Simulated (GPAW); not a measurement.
**Does FeCo15 (fcc Co15Fe1) carry moments in GPAW?**

Wanted: the moments of FeCo15 (fcc Co15Fe1) and the energy gained by spin polarisation.

Method: PBE; plane waves with GPAW's PAW setups, scalar-relativistic, in GPAW 26.7.0.

## Step 1: Starting point

It takes space group P4/mmm (No. 123, tetragonal). Conventional cell: a = 7.094 Å, b = 7.094 Å, c = 3.547 Å, α = 90.00°, β = 90.00°, γ = 90.00°. Nearest to Fe lie 12 Co at 2.51 Å. Nearest to Co lie 10 Co at 2.51 Å and 2 Fe at 2.51 Å. Nearest to Co lie 1 Fe at 2.51 Å and 11 Co at 2.51 Å. Nearest to Co lie 12 Co at 2.51 Å. Co has 12 Co at 2.51 Å nearest. ordered model alloy on an ideal lattice, lattice constant by linear interpolation, atoms not relaxed. Farther neighbours are not listed.

The cell is a made-up one and need not be a known phase.

## Step 2: Order 1, typed as ferro ++++++++++++++++

Parallel moments need no larger cell; this start tests for a ferromagnetic state only.

Contents of order1.py:

```python
import json
import numpy as np
from ase import Atoms
from ase.parallel import paropen, parprint
from gpaw import GPAW

atoms = Atoms(['Fe', 'Co', 'Co', 'Co', 'Co', 'Co', 'Co', 'Co', 'Co', 'Co', 'Co', 'Co', 'Co', 'Co', 'Co', 'Co'],
    cell=[[7.09375, 0.0, 0.0],
         [0.0, 7.09375, 0.0],
         [0.0, 0.0, 3.546875]],
    scaled_positions=[[0.0, 0.0, 0.0],
         [0.0, 0.25, 0.5],
         [0.25, 0.0, 0.5],
         [0.25, 0.25, 0.0],
         [0.0, 0.5, 0.0],
         [0.0, 0.75, 0.5],
         [0.25, 0.5, 0.5],
         [0.25, 0.75, 0.0],
         [0.5, 0.0, 0.0],
         [0.5, 0.25, 0.5],
         [0.75, 0.0, 0.5],
         [0.75, 0.25, 0.0],
         [0.5, 0.5, 0.0],
         [0.5, 0.75, 0.5],
         [0.75, 0.5, 0.5],
         [0.75, 0.75, 0.0]],
    pbc=True,
    magmoms=[2.4, 1.8, 1.8, 1.8, 1.8, 1.8, 1.8, 1.8, 1.8, 1.8, 1.8, 1.8, 1.8, 1.8, 1.8, 1.8])
atoms.calc = GPAW(mode={'name': 'pw', 'ecut': 450},
    xc='PBE',
    kpts={'size': (6, 6, 11), 'gamma': True},
    occupations={'name': 'fermi-dirac', 'width': 0.05},
    convergence={'density': 1e-05, 'energy': 1e-05},
    maxiter=200,
    mixer={'name': 'pulay', 'beta': 0.04, 'nmaxold': 8, 'weight': 100},
    symmetry={'tolerance': 1e-4},
    txt='order1.txt')
e = atoms.get_potential_energy(force_consistent=True)
res = {'free_energy': e, 'energy_sigma0': atoms.get_potential_energy(), 'fermi_energy': atoms.calc.get_fermi_level()}
res['moments'] = atoms.get_magnetic_moments().tolist()
res['total'] = atoms.get_magnetic_moment()
parprint('site moments (muB):', np.round(res['moments'], 3))
parprint(f"total moment: {res['total']:.3f} muB")
parprint(f'free energy: {e:.6f} eV')
atoms.calc.write('order1.gpw')
with paropen('results.json', 'w') as f:
    json.dump(res, f)
```

The run is started by

```console
$ OMP_NUM_THREADS=1 mpirun -n 4 gpaw python order1.py > order1.log
```

Numbers of over 12 decimals in the logs are rounded to 6 here.

Log:

```text
site moments (muB): [2.593 1.709 1.709 1.726 1.765 1.709 1.741 1.726 1.765 1.741 1.709 1.726
 1.753 1.741 1.741 1.726]
total moment: 27.595 muB
free energy: -130.294264 eV

--- order1.txt ---
Input parameters:
  mode=PW(ecut=450),
  convergence={'density': 1e-05, 'energy': 1e-05},
  kpts=MonkhorstPack(size=(6, 6, 11), gamma=True),
  maxiter=200,
  mixer=Pulay(name='pulay', nmaxold=8, beta=0.04, weight=100, sigma=0.015, g_ss=None),
  occupations=Occupations(name='fermi-dirac', width=0.05),
  symmetry=Symmetry(tolerance=0.0001),
  xc=XC(name='PBE')

Diagonalizing LCAO Hamiltonian
Converting LCAO to pw mode
     .----------------.
    /|                |
   / |                |
  / Co       Co       |
 *   .-Co-------Co----.
 |Co/   Co Co    Co  /
 | CoCo    Co Co    /
 |/   Co       Co  /
 Fe------Co-------*

Atoms  # Å, Bohr magnetons
|    | symbol |        x |        y |        z |    initial magnetic moments |
|----|--------|----------|----------|----------|-----------------------------|
|  0 |     Fe | 0.000000 | 0.000000 | 0.000000 | ( 0.0000,  0.0000,  2.4000) |
|  1 |     Co | 0.000000 | 1.773438 | 1.773438 | ( 0.0000,  0.0000,  1.8000) |
|  2 |     Co | 1.773438 | 0.000000 | 1.773438 | ( 0.0000,  0.0000,  1.8000) |
|  3 |     Co | 1.773438 | 1.773438 | 0.000000 | ( 0.0000,  0.0000,  1.8000) |
|  4 |     Co | 0.000000 | 3.546875 | 0.000000 | ( 0.0000,  0.0000,  1.8000) |
|  5 |     Co | 0.000000 | 5.320312 | 1.773438 | ( 0.0000,  0.0000,  1.8000) |
|  6 |     Co | 1.773438 | 3.546875 | 1.773438 | ( 0.0000,  0.0000,  1.8000) |
|  7 |     Co | 1.773438 | 5.320312 | 0.000000 | ( 0.0000,  0.0000,  1.8000) |
|  8 |     Co | 3.546875 | 0.000000 | 0.000000 | ( 0.0000,  0.0000,  1.8000) |
|  9 |     Co | 3.546875 | 1.773438 | 1.773438 | ( 0.0000,  0.0000,  1.8000) |
| 10 |     Co | 5.320312 | 0.000000 | 1.773438 | ( 0.0000,  0.0000,  1.8000) |
| 11 |     Co | 5.320312 | 1.773438 | 0.000000 | ( 0.0000,  0.0000,  1.8000) |
| 12 |     Co | 3.546875 | 3.546875 | 0.000000 | ( 0.0000,  0.0000,  1.8000) |
| 13 |     Co | 3.546875 | 5.320312 | 1.773438 | ( 0.0000,  0.0000,  1.8000) |
| 14 |     Co | 5.320312 | 3.546875 | 1.773438 | ( 0.0000,  0.0000,  1.8000) |
| 15 |     Co | 5.320312 | 5.320312 | 0.000000 | ( 0.0000,  0.0000,  1.8000) |

Unit cell  # Å
| periodic |        x |        y |        z |  lengths |    angles |
|----------|----------|----------|----------|----------|-----------|
|      yes | 7.093750 | 0.000000 | 0.000000 | 7.093750 | 90.000000 |
|      yes | 0.000000 | 7.093750 | 0.000000 | 7.093750 | 90.000000 |
|      yes | 0.000000 | 0.000000 | 3.546875 | 3.546875 | 90.000000 |

Number of symmetries: 16

BZ-sampling:
  Number of BZ points: 396
  Number of IBZ points: 60

  Monkhorst-Pack size: [6, 6, 11]
  Monkhorst-Pack shift: [0.083333, 0.083333, 0.0]

K-points  # in reciprocal-cell coordinates
|     |                                coordinates |     weight |
|-----|--------------------------------------------|------------|
|   0 | (  0.00000000,   0.00000000,   0.00000000) | 0.00252525 |
|   1 | (  0.00000000,   0.00000000,   0.09090909) | 0.00505051 |
|   2 | (  0.00000000,   0.00000000,   0.18181818) | 0.00505051 |
|   3 | (  0.00000000,   0.00000000,   0.27272727) | 0.00505051 |
|   4 | (  0.00000000,   0.00000000,   0.36363636) | 0.00505051 |
|   5 | (  0.00000000,   0.00000000,   0.45454545) | 0.00505051 |
|   6 | (  0.16666667,   0.00000000,   0.00000000) | 0.01010101 |
|   7 | (  0.16666667,   0.00000000,   0.09090909) | 0.02020202 |
|   8 | (  0.16666667,   0.00000000,   0.18181818) | 0.02020202 |
|   9 | (  0.16666667,   0.00000000,   0.27272727) | 0.02020202 |
| ... |                                            |            |
|  59 | (  0.50000000,   0.50000000,   0.45454545) | 0.00505051 |

Plane wave coefficients: 3932
Cutoff: 450.000000 eV

Spin-components: 2 (collinear spins)
Bands:           108
Projectors:      96
Spin-degeneracy: 1
Datatype:        complex128

Parallelization:
  kpt:    4
  domain: 1
  band:   1

Density:
  Valence electrons: 143.0
  Components: 2
  Grid points: [35 35 18]
  Charge: 0.0  # |e|

Potential:
  Grid points: [35 35 18]

species:
  Fe:
    name:    Iron
    Z:       26.0
    valence: 8
    core:    18
    charge:  0.0  # [|e|]
    compensation charges:
      type: gauss
      rc: 0.33  # [Å]
      lmax: 2
    cutoffs:
      filter: 2.06  # [Å]
      core: 2.67  # [Å]
    projectors
    | kind |    occ | energy [eV] | rcut [Å] |
    |------|--------|-------------|----------|
    |   4s |  2.000 |      -5.291 |    1.164 |
    |   4p |  0.000 |      -1.326 |    1.058 |
    |   3d |  6.000 |      -7.505 |    1.058 |
    |    s |        |      21.920 |    1.164 |
    |    p |        |      25.885 |    1.058 |
    |    d |        |      19.706 |    1.058 |

    Using partial waves for Fe as LCAO basis

  Co:
    name:    Cobalt
    Z:       27.0
    valence: 9
    core:    18
    charge:  0.0  # [|e|]
    compensation charges:
      type: gauss
      rc: 0.32  # [Å]
      lmax: 2
    cutoffs:
      filter: 1.87  # [Å]
      core: 2.55  # [Å]
    projectors
    | kind |    occ | energy [eV] | rcut [Å] |
    |------|--------|-------------|----------|
    |   4s |  2.000 |      -5.469 |    1.005 |
    |   4p |  0.000 |      -1.277 |    1.058 |
    |   3d |  7.000 |      -8.205 |    1.005 |
    |    s |        |      21.742 |    1.005 |
    |    p |        |      25.934 |    1.058 |
    |    d |        |      19.007 |    1.005 |

    Using partial waves for Co as LCAO basis

Reference energy: -603160.103186  # eV

eigensolver:
  PPCG
  Converge bands: occupied
  niter=2

density mixing:
  Pulay-Mixer
  Linear mixing parameters: 0.04
  Old densities: 8
  Fourier metric: weight=100, sigma=0.015

occupation numbers:
  Fermi-Dirac:
    width: 0.0500  # eV

poisson solver:
  ecut: 3600.000000  # eV

xc functional:
  name: PBE with 2 nearest neighbor stencil

convergence criteria:
- Maximum integral of absolute [dens]ity change: 1e-05 electrons / valence electron
- Maximum [total energy] change in last 3 cyles: 1e-05 eV / valence electron
- Maximum integral of absolute [eigenst]ate change: 4e-08 eV^2 / valence electron
maximum number of iterations: 200

SCF iterations
|iter     |      energy | eigst |  dens |  magmom |
|---------|-------------|-------|-------|---------|
|iter:   1|       0s | -129.049748 | +0.47 |       | +29.4466|
|iter:   2|      32s | -129.449522 | -1.11 | -1.25 | +29.3545|
|iter:   3|      63s | -129.455001 | -2.12 | -1.23 | +29.3091|
|iter:   4|      94s | -129.417781 | -2.53 | -1.24 | +29.0878|
|iter:   5|     126s | -129.511131 | -2.59 | -1.32 | +28.7768|
|iter:   6|     157s | -129.581809 | -3.42 | -1.40 | +28.6892|
|iter:   7|     189s | -130.071606 | -2.33 | -1.42 | +27.6265|
|iter:   8|     220s | -130.179900 | -2.59 | -1.68 | +26.9682|
|iter:   9|     251s | -130.196392 | -3.50 | -2.07 | +26.9899|
|iter:  10|     283s | -130.201671 | -3.72 | -2.13 | +26.9791|
[... 17 iterations left out ...]
|iter:  28|     738s | -130.216174c| -9.35c| -4.47 | +27.5959|
|iter:  29|     753s | -130.216174c| -9.00c| -4.46 | +27.5964|
|iter:  30|     768s | -130.216174c| -8.98c| -4.49 | +27.5958|
|iter:  31|     783s | -130.216174c| -8.90c| -4.47 | +27.5949|
|iter:  32|     798s | -130.216175c| -8.66c| -4.45 | +27.5944|
|iter:  33|     813s | -130.216178c| -8.26c| -4.43 | +27.5948|
|iter:  34|     828s | -130.216180c| -8.10c| -4.47 | +27.5960|
|iter:  35|     843s | -130.216178c| -7.99c| -4.59 | +27.5957|
|iter:  36|     858s | -130.216174c| -7.93c| -4.88 | +27.5946|
|iter:  37|     873s | -130.216175c| -8.08c| -5.06c| +27.5947|

Converged in 37 steps
Energy contributions relative to reference atoms: (reference = -603160.103186)

Energy contributions:
  Kinetic:         118.660300
  Coulomb:         -98.466757
  Zero:              3.966734
  External:          0.000000
  Xc:             -154.298362
  Entropy:          -0.156178
  Spinorbit:         0.000000
  ----------------------------
  Free energy:    -130.294264
  Extrapolated:   -130.216175

dipole moment: (-74.905549, -74.905549, -75.811962)  # |e|*Ang

Total magnetic moment: (0.000000, 0.000000, 27.594675)

Local magnetic moments
|        x |        y |        z |
|----------|----------|----------|
| 0.000000 | 0.000000 | 2.592878 |  # Fe   0
| 0.000000 | 0.000000 | 1.708797 |  # Co   1
| 0.000000 | 0.000000 | 1.708797 |  # Co   2
| 0.000000 | 0.000000 | 1.725983 |  # Co   3
| 0.000000 | 0.000000 | 1.764856 |  # Co   4
| 0.000000 | 0.000000 | 1.708797 |  # Co   5
| 0.000000 | 0.000000 | 1.740682 |  # Co   6
| 0.000000 | 0.000000 | 1.725983 |  # Co   7
| 0.000000 | 0.000000 | 1.764856 |  # Co   8
| 0.000000 | 0.000000 | 1.740682 |  # Co   9
| 0.000000 | 0.000000 | 1.708797 |  # Co  10
| 0.000000 | 0.000000 | 1.725983 |  # Co  11
| 0.000000 | 0.000000 | 1.753492 |  # Co  12
| 0.000000 | 0.000000 | 1.740682 |  # Co  13
| 0.000000 | 0.000000 | 1.740682 |  # Co  14
| 0.000000 | 0.000000 | 1.725983 |  # Co  15

Fermi level: 10.387
Eigenvalues  # (at kpt = [0.000, 0.000, 0.000])
| band index |      eig [eV] | occ [0-1] |      eig [eV] | occ [0-1] |
|------------|---------------|-----------|---------------|-----------|
|          0 |         1.378 |     1.000 |         1.402 |     1.000 |
|        ... |               |           |               |           |
|         63 |         8.696 |     1.000 |        10.661 |     0.004 |
|         64 |         8.834 |     1.000 |        10.697 |     0.002 |
|         65 |         8.835 |     1.000 |        10.697 |     0.002 |
|         66 |         8.835 |     1.000 |        10.775 |     0.000 |
|         67 |         8.867 |     1.000 |        10.896 |     0.000 |
|         68 |         9.064 |     1.000 |        11.156 |     0.000 |
|         69 |         9.080 |     1.000 |        11.156 |     0.000 |
|         70 |         9.080 |     1.000 |        11.270 |     0.000 |
|         71 |         9.082 |     1.000 |        11.335 |     0.000 |
|         72 |         9.459 |     1.000 |        11.609 |     0.000 |
|         73 |         9.469 |     1.000 |        11.676 |     0.000 |
|         74 |         9.476 |     1.000 |        11.676 |     0.000 |
|         75 |         9.804 |     1.000 |        11.687 |     0.000 |
|         76 |         9.804 |     1.000 |        11.706 |     0.000 |
|         77 |         9.838 |     1.000 |        11.706 |     0.000 |
|         78 |         9.843 |     1.000 |        11.709 |     0.000 |
|        ... |               |           |               |           |
|        107 |        21.819 |     0.000 |        22.369 |     0.000 |

No gap
No difference between direct/indirect transitions
```

It took 15 min on 4 MPI ranks of Arm Neoverse V1, shared host; peak memory 1.8 GiB; 62 min of CPU time.

Spin moment in the augmentation sphere by atom:

| atom | spin moment in the augmentation sphere (μB) |
| --- | --- |
| Fe1 | 2.59 |
| Co2 | 1.71 |
| Co3 | 1.71 |
| Co4 | 1.73 |
| Co5 | 1.76 |
| Co6 | 1.71 |
| Co7 | 1.74 |
| Co8 | 1.73 |
| Co9 | 1.76 |
| Co10 | 1.74 |
| Co11 | 1.71 |
| Co12 | 1.73 |
| Co13 | 1.75 |
| Co14 | 1.74 |
| Co15 | 1.74 |
| Co16 | 1.73 |

Read from the output:

| Quantity | Value |
| --- | --- |
| magnetization | 27.59 μB |
| final state | ferromagnetic |

After 37 cycles the largest moment stands at 2.59 μB.

(Continued in part 2 of 2.)

[Logs and program files are shortened in this print: banners, set-up blocks, solver, clock and traceback lines can be left out without a mark of their own.]

[Logs are printed without paths, hosts, clocks, repeated set-up lines and the standing remarks that a program may print on its own settings, such as how far it seeks lower states.]

[Hosts, paths, dates, database ids (printed as entryN), source tags and the programs' standing remarks are cut or masked in the printed files.]

[Where a cell is said to come from a database of computed structures, the database is the Materials Project.]
